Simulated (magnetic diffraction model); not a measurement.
# Which magnetic order? K3TbTe2S9

Space group P6_3/mmc (no. 194), a = 6.9070 Å, c = 17.2970 Å.

```
site  atom       x       y       z
  2a    Tb       0       0       0
  4f    Te     1/3     2/3  0.3463
  4f     K     2/3     1/3  0.3843
  2b     K       0       0     1/4
 12k     S  0.1793  0.8207  0.4032
  6h     S  0.4670  0.5330     1/4
```

This is a made-up structure (elements placed in a structure type, unrelaxed), so the numbers test the method and describe no known phase.

Only Tb is taken to order (form factors of Tb3+); orders and moment sizes are assumed, and not adapted to the symmetry. Radiation: neutrons of λ = 2.567 Å, 3° to 60°; isotropic B of 0.17 Å² (Tb), 0.16 Å² (Te), 0.21 Å² (K) and 0.24 Å² (S). The intensities are simulated: I ∝ L Σ (|F_N|² + |F_M⊥|²) for unpolarised neutrons, with F_M = 2.695 fm/μB × Σ f(s) S exp(2πi Q·r) exp(−B s²) at Q = H ± k (one set where k and −k are equivalent), only the part normal to Q counting and L = 1/(sin²θ cos θ). For collinear order S is the moment m, which repeats by lattice and centring translations R with the sign exp(−2πi k·R). Form factors are spin-only for 3d ions and dipole or tabulated for f ions, scattering lengths are Sears's of 1992, and absorption is left out. A label names one of the reflections at its angle. The strongest nuclear line in the range is 100, and lines under 0.2 are left out.

Above the ordering temperature:

```tsv
2θ (°)	index	I
17.07	(0 0 2)	1.7
26.25	(1 0 1)	92.7
30.25	(1 0 2)	57.5
34.53	(0 0 4)	8.3
42.97	(1 0 4)	88.9
43.63	(1 1 0)	100.0
50.76	(1 0 5)	4.9
51.64	(2 0 1)	4.5
52.88	(0 0 6)	6.6
54.01	(2 0 2)	5.8
56.80	(1 1 4)	1.6
57.82	(2 0 3)	68.1
59.24	(1 0 6)	0.7
```

Below it (cell unchanged):

```csv
2θ (°),I
4.25,221.1
12.78,24.3
17.07,1.7
21.38,8.5
25.16,241.6
26.25,92.7
27.98,162.8
30.11,4.2
30.25,57.5
32.96,89.6
34.53,8.3
39.01,2.4
39.38,47.7
42.97,88.9
43.63,100.0
43.86,76.0
45.66,65.3
46.77,26.4
48.17,1.5
49.09,49.8
50.76,4.9
51.03,54.8
51.64,4.5
52.63,48.8
52.88,6.6
53.92,35.2
54.01,5.8
54.91,15.6
55.75,39.4
56.80,1.6
57.67,1.0
57.82,68.1
59.24,0.7
59.95,24.0
```

**Question.** Find the propagation vector, then choose among these models:
A. collinear moments along [101], 8.6 μB on Tb; signs + at (0, 0, 0), + at (0, 0, 1/2)
B. collinear moments along [001], 8.6 μB on Tb; signs + at (0, 0, 0), + at (0, 0, 1/2)
C. collinear moments along [101], 8.6 μB on Tb; signs + at (0, 0, 0), − at (0, 0, 1/2)
D. collinear moments along [001], 8.6 μB on Tb; signs + at (0, 0, 0), − at (0, 0, 1/2)

The new lines index as (0 0 1/2) at 4.25°, (0 0 3/2) at 12.78°, (0 0 5/2) at 21.38° and (1 0 1/2) at 25.16°, that is as H ± k with k = (0 0 1/2). Half indices mean that the moments reverse under translations with k·R a half-integer, and the magnetic cell has twice the primitive volume.

Magnetic intensity, observed (below minus above) and for each model:

| 2θ (°) | index | observed | A | B | C | D |
| --- | --- | --- | --- | --- | --- | --- |
| 4.25 | (0 0 1/2) | 221.1 | 221.1 | <0.2 | 221.1 | <0.2 |
| 12.78 | (0 0 3/2) | 24.3 | 24.3 | <0.2 | 24.3 | <0.2 |
| 21.38 | (0 0 5/2) | 8.5 | 8.5 | <0.2 | 8.5 | <0.2 |
| 25.16 | (1 0 1/2) | 241.6 | 241.6 | 258.3 | 241.6 | 258.3 |
| 27.98 | (1 0 3/2) | 162.8 | 162.8 | 168.1 | 162.8 | 168.1 |
| 39.38 | (1 0 7/2) | 47.7 | 47.7 | 42.1 | 47.7 | 42.1 |
| 43.86 | (1 1 1/2) | 76.0 | 76.0 | 81.5 | 76.0 | 81.5 |
| 46.77 | (1 0 9/2) | 26.4 | 26.4 | 20.9 | 26.4 | 20.9 |

Models A and C match alike on every line, so these data can't choose among them (such ties are often domains of one structure).

The structure used: k = (0 0 1/2), collinear moments along [101], 8.6 μB on Tb; signs + at (0, 0, 0), + at (0, 0, 1/2).

[Logs are printed without paths, hosts, clocks, repeated set-up lines and the standing remarks that a program may print on its own settings, such as how far it seeks lower states.]
